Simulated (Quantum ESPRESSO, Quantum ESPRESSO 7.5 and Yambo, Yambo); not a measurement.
# SrCl2 (Fm-3m): G0W0 with Yambo, start to end

Wanted: ground state, empty states, screening and self-energy for SrCl2 (Fm-3m).

Program: Quantum ESPRESSO 7.5 and Yambo 5.3.0. Level of theory: PBE and many-body steps on it, plane waves. Results are calculated unless marked as measured.

## Step 1: Set-up

Symmetry: Fm-3m, No. 225, cubic system. The conventional cell has a = 6.977 Å, b = 6.977 Å, c = 6.977 Å, α = 90.00°, β = 90.00°, γ = 90.00°. Sr has 8 Cl at 3.02 Å nearest. Nearest to Cl lie 4 Sr at 3.02 Å. Farther neighbours and most contacts between anions are not listed.

The cell and positions come from the Crystallography Open Database and are kept as given unless a step says otherwise.

## Step 2: Ground state

This step: Quantum ESPRESSO 7.5; DFT, PBE, plane waves, norm-conserving pseudopotentials.

The ground-state density comes first.

pw.in reads:

```
&control
  calculation = 'scf'
  prefix = 'x'
  outdir = 'o'
  pseudo_dir = 'pseudo'
/
&system
  ibrav = 0
  nat = 3
  ntyp = 2
  ecutwfc = 56.0
  nbnd = 17
  force_symmorphic = .true.
/
&electrons
  conv_thr = 1e-10
  electron_maxstep = 80
  mixing_beta = 0.5
/
ATOMIC_SPECIES
  Sr 87.62 Sr.upf
  Cl 35.45 Cl.upf
CELL_PARAMETERS angstrom
  -0.0000000000 3.4883500000 3.4883500000
  3.4883500000 -0.0000000000 3.4883500000
  3.4883500000 3.4883500000 -0.0000000000
ATOMIC_POSITIONS crystal
  Sr 0.0000000000 0.0000000000 0.0000000000
  Cl 0.2500000000 0.2500000000 0.2500000000
  Cl 0.7500000000 0.7500000000 0.7500000000
K_POINTS automatic
  6 6 6 0 0 0
```

Started as:

```
> OMP_NUM_THREADS=1 mpirun -n 4 pw.x -nk 4 -in pw.in > pw.out
```

The program printed:

```text
Program PWSCF v.7.5 starts

     This program is part of the open-source Quantum ESPRESSO suite
     for quantum simulation of materials; please cite
         "P. Giannozzi et al., J. Phys.:Condens. Matter 21 395502 (2009);
         "P. Giannozzi et al., J. Phys.:Condens. Matter 29 465901 (2017);
         "P. Giannozzi et al., J. Chem. Phys. 152 154105 (2020);
     in publications or presentations arising from this work. More details at
     Message from routine setup:
     using ibrav=0 with symmetry is DISCOURAGED, use correct ibrav instead

     G-vector sticks info

     bravais-lattice index     =            0
     lattice parameter (alat)  =       9.3225  a.u.
     unit-cell volume          =     572.9105 (a.u.)^3
     number of atoms/cell      =            3
     number of atomic types    =            2
     number of electrons       =        24.00
     number of Kohn-Sham states=           17
     kinetic-energy cutoff     =      56.0000  Ry
     charge density cutoff     =     224.0000  Ry
     scf convergence threshold =      1.0E-10
     mixing beta               =       0.5000
     number of iterations used =            8  plain     mixing
     Exchange-correlation= PBE
                           (   1   4   3   4   0   0   0)

     celldm(1)=   9.322533  celldm(2)=   0.000000  celldm(3)=   0.000000
     celldm(4)=   0.000000  celldm(5)=   0.000000  celldm(6)=   0.000000

     crystal axes: (cart. coord. in units of alat)
               a(1) = (  -0.000000   0.707107   0.707107 )
               a(2) = (   0.707107  -0.000000   0.707107 )
               a(3) = (   0.707107   0.707107  -0.000000 )

     reciprocal axes: (cart. coord. in units 2 pi/alat)
               b(1) = ( -0.707107  0.707107  0.707107 )
               b(2) = (  0.707107 -0.707107  0.707107 )
               b(3) = (  0.707107  0.707107 -0.707107 )
     Pseudo is Norm-conserving + core correction, Zval = 10.0
     Generated using ONCVPSP code by D. R. Hamann
     Using radial grid of 1834 points,  6 beta functions with:
     Pseudo is Norm-conserving + core correction, Zval =  7.0
     Generated using ONCVPSP code by D. R. Hamann
     Using radial grid of 1028 points,  6 beta functions with:
     Sr               10.00    87.62000     Sr( 1.00)
     Cl                7.00    35.45000     Cl( 1.00)

     48 Sym. Ops., with inversion, found

   Cartesian axes

     site n.     atom                  positions (alat units)
         1        Sr     tau(   1) = (   0.0000000   0.0000000   0.0000000  )
         2        Cl     tau(   2) = (   0.3535534   0.3535534   0.3535534  )
         3        Cl     tau(   3) = (   1.0606602   1.0606602   1.0606602  )

     number of k points=    16
                       cart. coord. in units 2pi/alat
        k(    1) = (   0.0000000   0.0000000   0.0000000), wk =   0.0092593
        k(    2) = (   0.1178511   0.1178511  -0.1178511), wk =   0.0740741
        k(    3) = (   0.2357023   0.2357023  -0.2357023), wk =   0.0740741
        k(    4) = (  -0.3535534  -0.3535534   0.3535534), wk =   0.0370370
        k(    5) = (   0.2357023   0.0000000  -0.0000000), wk =   0.0555556
        k(    6) = (   0.3535534   0.1178511  -0.1178511), wk =   0.2222222
        k(    7) = (  -0.2357023  -0.4714045   0.4714045), wk =   0.2222222
        k(    8) = (  -0.1178511  -0.3535534   0.3535534), wk =   0.2222222
        k(    9) = (   0.0000000  -0.2357023   0.2357023), wk =   0.1111111
        k(   10) = (   0.4714045   0.0000000  -0.0000000), wk =   0.0555556
     [... 4 further rows ...]
        k(   15) = (  -0.1178511  -0.3535534   0.5892557), wk =   0.2222222
        k(   16) = (  -0.7071068   0.2357023   0.0000000), wk =   0.1111111

     Dense  grid:    32455 G-vectors     FFT dimensions: (  45,  45,  45)

     Initial potential from superposition of free atoms

     starting charge      23.9916, renormalised to      24.0000
     Starting wfcs are   13 randomized atomic wfcs +    4 random wfcs

     per-process dynamical memory:    29.2 Mb

     Self-consistent Calculation

     iteration #  1     ecut=    56.00 Ry     beta= 0.50

     Threshold (ethr) on eigenvalues was too large:
     Diagonalizing with lowered threshold

     total energy              =    -134.59513904 Ry
     estimated scf accuracy    <       0.08453499 Ry

     iteration #  2     ecut=    56.00 Ry     beta= 0.50

     total energy              =    -134.61207178 Ry
     estimated scf accuracy    <       0.00506588 Ry

     iteration #  3     ecut=    56.00 Ry     beta= 0.50

     total energy              =    -134.61306409 Ry
     estimated scf accuracy    <       0.00118881 Ry

     iteration #  4     ecut=    56.00 Ry     beta= 0.50

     total energy              =    -134.61317481 Ry
     estimated scf accuracy    <       0.00004481 Ry

     iteration #  5     ecut=    56.00 Ry     beta= 0.50

     total energy              =    -134.61319324 Ry
     estimated scf accuracy    <       0.00002051 Ry

     iteration #  6     ecut=    56.00 Ry     beta= 0.50

     total energy              =    -134.61319624 Ry
     estimated scf accuracy    <       0.00000041 Ry

     iteration #  7     ecut=    56.00 Ry     beta= 0.50

     total energy              =    -134.61319643 Ry
     estimated scf accuracy    <       0.00000021 Ry

     iteration #  8     ecut=    56.00 Ry     beta= 0.50

     total energy              =    -134.61319648 Ry
     estimated scf accuracy    <          5.4E-09 Ry

     iteration #  9     ecut=    56.00 Ry     beta= 0.50

     total energy              =    -134.61319648 Ry
     estimated scf accuracy    <          3.7E-10 Ry

     iteration # 10     ecut=    56.00 Ry     beta= 0.50

     End of self-consistent calculation

          k = 0.0000 0.0000 0.0000 (  4015 PWs)   bands (ev):

   -29.6922 -11.6801 -11.6801 -11.6801 -10.1549  -9.3075   1.0282   1.0282
     1.0282   2.8104   2.8104   2.8104   8.4874   9.2525   9.2525  12.1192
    12.1192

          k = 0.1179 0.1179-0.1179 (  4023 PWs)   bands (ev):

   -29.6914 -11.7706 -11.6836 -11.6836 -10.0024  -9.3637   1.1292   1.1292
     1.2125   2.5011   2.6623   2.6623   9.0782   9.4604   9.4604  11.1502
    11.8791

          k = 0.2357 0.2357-0.2357 (  4056 PWs)   bands (ev):

   -29.6898 -11.9124 -11.6907 -11.6907  -9.7876  -9.4155   1.3845   1.3845
     1.5628   1.9837   2.3335   2.3335   9.7832   9.7832   9.9831  11.1510
    11.7353

          k =-0.3536-0.3536 0.3536 (  4044 PWs)   bands (ev):

     [... further k-points ...]

     highest occupied, lowest unoccupied level (ev):     3.1445    8.4874

!    total energy              =    -134.61319648 Ry
     estimated scf accuracy    <          3.1E-11 Ry

     The total energy is the sum of the following terms:
     one-electron contribution =     -29.13991783 Ry
     hartree contribution      =      23.36684003 Ry
     xc contribution           =     -34.85243103 Ry
     ewald contribution        =     -93.98768765 Ry

     convergence has been achieved in  10 iterations

     XML data file, charge density, pseudopotentials, collected wavefunctions

=------------------------------------------------------------------------------=
   JOB DONE.
=------------------------------------------------------------------------------=
```

Elapsed: 7.4 s, on 4 MPI ranks of Arm Neoverse V1, shared host; peak memory 0.27 GiB.

This step gave:

```
total energy               : -1831.5058 eV
gap                        : 5.343 eV
k of the valence top       : 0, -0.5, -0.5
k of the conduction bottom : 0, 0, 0
least direct gap           : 5.512 eV
```

The gap is indirect, with the least direct gap 0.17 eV higher.

## Step 3: Bands along the symmetry lines

The cheap functional maps the bands first; the places of the edges decide which points the dearer methods must see.

pw.in reads:

```
&control
  calculation = 'bands'
  prefix = 'x'
  outdir = 'o'
  pseudo_dir = 'pseudo'
/
&system
  ibrav = 0
  nat = 3
  ntyp = 2
  ecutwfc = 56.0
  nbnd = 18
  force_symmorphic = .true.
/
&electrons
  conv_thr = 1e-9
  electron_maxstep = 80
  diago_full_acc = .true.
  diago_thr_init = 5e-6
/
ATOMIC_SPECIES
  Sr 87.62 Sr.upf
  Cl 35.45 Cl.upf
CELL_PARAMETERS angstrom
  -0.0000000000 3.4883500000 3.4883500000
  3.4883500000 -0.0000000000 3.4883500000
  3.4883500000 3.4883500000 -0.0000000000
ATOMIC_POSITIONS crystal
  Sr 0.0000000000 0.0000000000 0.0000000000
  Cl 0.2500000000 0.2500000000 0.2500000000
  Cl 0.7500000000 0.7500000000 0.7500000000
K_POINTS crystal
  50
  0.00000000 0.00000000 0.00000000 1
  0.06250000 0.00000000 0.06250000 1
  0.12500000 0.00000000 0.12500000 1
  0.18750000 0.00000000 0.18750000 1
  0.25000000 0.00000000 0.25000000 1
  0.31250000 0.00000000 0.31250000 1
  0.37500000 0.00000000 0.37500000 1
  0.43750000 0.00000000 0.43750000 1
  0.50000000 0.00000000 0.50000000 1
  0.51562500 0.03125000 0.51562500 1
  0.53125000 0.06250000 0.53125000 1
  0.54687500 0.09375000 0.54687500 1
  0.56250000 0.12500000 0.56250000 1
  0.57812500 0.15625000 0.57812500 1
  0.59375000 0.18750000 0.59375000 1
  0.60937500 0.21875000 0.60937500 1
  0.62500000 0.25000000 0.62500000 1
  0.37500000 0.37500000 0.75000000 1
  0.32812500 0.32812500 0.65625000 1
  0.28125000 0.28125000 0.56250000 1
  0.23437500 0.23437500 0.46875000 1
  0.18750000 0.18750000 0.37500000 1
  0.14062500 0.14062500 0.28125000 1
  0.09375000 0.09375000 0.18750000 1
  0.04687500 0.04687500 0.09375000 1
  0.00000000 0.00000000 0.00000000 1
  0.06250000 0.06250000 0.06250000 1
  0.12500000 0.12500000 0.12500000 1
  0.18750000 0.18750000 0.18750000 1
  0.25000000 0.25000000 0.25000000 1
  0.31250000 0.31250000 0.31250000 1
  0.37500000 0.37500000 0.37500000 1
  0.43750000 0.43750000 0.43750000 1
  0.50000000 0.50000000 0.50000000 1
  0.50000000 0.46875000 0.53125000 1
  0.50000000 0.43750000 0.56250000 1
  0.50000000 0.40625000 0.59375000 1
  0.50000000 0.37500000 0.62500000 1
  0.50000000 0.34375000 0.65625000 1
  0.50000000 0.31250000 0.68750000 1
  0.50000000 0.28125000 0.71875000 1
  0.50000000 0.25000000 0.75000000 1
  0.50000000 0.21875000 0.71875000 1
  0.50000000 0.18750000 0.68750000 1
  0.50000000 0.15625000 0.65625000 1
  0.50000000 0.12500000 0.62500000 1
  0.50000000 0.09375000 0.59375000 1
  0.50000000 0.06250000 0.56250000 1
  0.50000000 0.03125000 0.53125000 1
  0.50000000 0.00000000 0.50000000 1
```

The program printed:

```text
[banner, memory and clock lines left out]
Program PWSCF v.7.5 starts

     Atomic positions and unit cell read from directory:
     o/x.save/

     Message from routine setup:
     using ibrav=0 with symmetry is DISCOURAGED, use correct ibrav instead

     G-vector sticks info

     bravais-lattice index     =            0
     lattice parameter (alat)  =       9.3225  a.u.
     unit-cell volume          =     572.9105 (a.u.)^3
     number of atoms/cell      =            3
     number of atomic types    =            2
     number of electrons       =        24.00
     number of Kohn-Sham states=           18
     kinetic-energy cutoff     =      56.0000  Ry
     charge density cutoff     =     224.0000  Ry
     Exchange-correlation= PBE
                           (   1   4   3   4   0   0   0)

     celldm(1)=   9.322533  celldm(2)=   0.000000  celldm(3)=   0.000000
     celldm(4)=   0.000000  celldm(5)=   0.000000  celldm(6)=   0.000000

     crystal axes: (cart. coord. in units of alat)
               a(1) = (  -0.000000   0.707107   0.707107 )
               a(2) = (   0.707107  -0.000000   0.707107 )
               a(3) = (   0.707107   0.707107  -0.000000 )

     reciprocal axes: (cart. coord. in units 2 pi/alat)
               b(1) = ( -0.707107  0.707107  0.707107 )
               b(2) = (  0.707107 -0.707107  0.707107 )
               b(3) = (  0.707107  0.707107 -0.707107 )
     Pseudo is Norm-conserving + core correction, Zval = 10.0
     Generated using ONCVPSP code by D. R. Hamann
     Using radial grid of 1834 points,  6 beta functions with:
     Pseudo is Norm-conserving + core correction, Zval =  7.0
     Generated using ONCVPSP code by D. R. Hamann
     Using radial grid of 1028 points,  6 beta functions with:
     Sr               10.00    87.62000     Sr( 1.00)
     Cl                7.00    35.45000     Cl( 1.00)

     48 Sym. Ops., with inversion, found

   Cartesian axes

     site n.     atom                  positions (alat units)
         1        Sr     tau(   1) = (   0.0000000   0.0000000   0.0000000  )
         2        Cl     tau(   2) = (   0.3535534   0.3535534   0.3535534  )
         3        Cl     tau(   3) = (   1.0606602   1.0606602   1.0606602  )

     number of k points=    50
                       cart. coord. in units 2pi/alat
        k(    1) = (   0.0000000   0.0000000   0.0000000), wk =   0.0400000
        k(    2) = (   0.0000000   0.0883883   0.0000000), wk =   0.0400000
        k(    3) = (   0.0000000   0.1767767   0.0000000), wk =   0.0400000
[...]
[... 38 further rows ...]
        k(   49) = (   0.0441942   0.7071068   0.0000000), wk =   0.0400000
        k(   50) = (   0.0000000   0.7071068   0.0000000), wk =   0.0400000

     Dense  grid:    32455 G-vectors     FFT dimensions: (  45,  45,  45)

     The potential is recalculated from file :
     o/x.save/charge-density

     Starting wfcs are   13 randomized atomic wfcs +    5 random wfcs

     Band Structure Calculation

     End of band structure calculation

          k = 0.0000 0.0000 0.0000 (  4015 PWs)   bands (ev):

   -29.6922 -11.6801 -11.6801 -11.6801 -10.1550  -9.3075   1.0281   1.0281
     1.0281   2.8104   2.8104   2.8104   8.4874   9.2525   9.2525  12.1192
    12.1192  12.1194

          k = 0.0000 0.0884 0.0000 (  4031 PWs)   bands (ev):

   -29.6920 -11.6989 -11.6814 -11.6814 -10.1218  -9.3198   1.0343   1.0343
[...]
11.8874  12.0343

          k = 0.0000 0.1768 0.0000 (  4023 PWs)   bands (ev):

[...]
11.6022  11.8932

          k =-0.0000 0.2652 0.0000 (  4032 PWs)   bands (ev):

[...]
k = 0.0000 0.4419-0.0000 (  4056 PWs)   bands (ev):

[...]
k =-0.0000 0.5303 0.0000 (  4064 PWs)   bands (ev):

[...]
k = 0.0000 0.6187-0.0000 (  4060 PWs)   bands (ev):

[...]
k = 0.4640 0.4640-0.0000 (  4049 PWs)   bands (ev):

[...]
k = 0.3315 0.3315-0.0000 (  4049 PWs)   bands (ev):

[...]
k = 0.3094 0.7071-0.0000 (  4072 PWs)   bands (ev):

[...]
k = 0.2210 0.7071-0.0000 (  4066 PWs)   bands (ev):

[...]
k = 0.1768 0.7071-0.0000 (  4054 PWs)   bands (ev):

[...]
k = 0.0442 0.7071 0.0000 (  4066 PWs)   bands (ev):

[...]
11.1678  11.8777

          k = 0.0000 0.7071 0.0000 (  4088 PWs)   bands (ev):

   -29.6879 -12.0338 -11.7136 -11.7136  -9.6089  -9.3895   0.3985   1.2742
     1.2742   2.7483   2.7483   3.1445   8.6564  10.1986  10.7805  11.1633
    11.1633  11.7885

     XML data file, pseudopotentials, collected wavefunctions
```

Run time: 7.6 s. Hardware: 4 MPI ranks; peak memory 0.24 GiB.

Numbers from this step:

```
gap                        : 5.343 eV
k of the valence top       : 0.5, 0, 0.5
k of the conduction bottom : 0, 0, 0
least direct gap           : 5.512 eV
```

The gap is 5.343 eV, as in the run before at this level.

The electronic bands at the labelled points (eV, zero at the top of the highest filled band):

```
    point  band 9  band 10  band 11  band 12  band 13  band 14  band 15  band 16
        Γ   -2.12    -0.33    -0.33    -0.33     5.34     6.11     6.11     8.97
  halfway   -1.72    -1.19    -0.33    -0.33     6.06     6.67     6.79     8.09
        X   -1.87    -0.40    -0.40     0.00     5.51     7.05     7.64     8.02
  halfway   -1.83    -0.48    -0.43    -0.03     5.65     7.07     7.55     7.75
        U   -1.71    -0.71    -0.53    -0.11     5.96     7.14     7.35     7.60
jump to K   -1.71    -0.71    -0.53    -0.11     5.96     7.14     7.35     7.60
  halfway   -1.43    -1.31    -0.96    -0.30     6.39     6.66     6.72     8.09
        Γ   -2.12    -0.33    -0.33    -0.33     5.34     6.11     6.11     8.97
  halfway   -1.75    -0.92    -0.64    -0.64     6.45     6.50     6.50     7.78
        L   -1.49    -1.31    -1.04    -1.04     6.73     6.73     7.53     7.85
  halfway   -1.39    -1.15    -0.55    -0.53     6.33     6.94     7.40     7.73
        W   -1.21    -1.21    -0.31    -0.10     6.24     7.02     7.23     7.23
  halfway   -1.69    -0.65    -0.36    -0.04     5.79     7.09     7.44     7.58
        X   -1.87    -0.40    -0.40     0.00     5.51     7.05     7.64     8.02
```

[end of part 1 of 3]

[Paths, hosts, dates, memory and timing lines, banners, echoed tables and standing remarks are left out of the program output.]

[Logs are printed without paths, hosts, clocks, repeated set-up lines and the standing remarks that a program may print on its own settings, such as how far it seeks lower states.]

[Runs of the session that timed out or met a known fault of the program may be left out.]

[Hosts, paths, dates, database ids (printed as entryN), source tags and the programs' standing remarks are cut or masked in the printed files.]
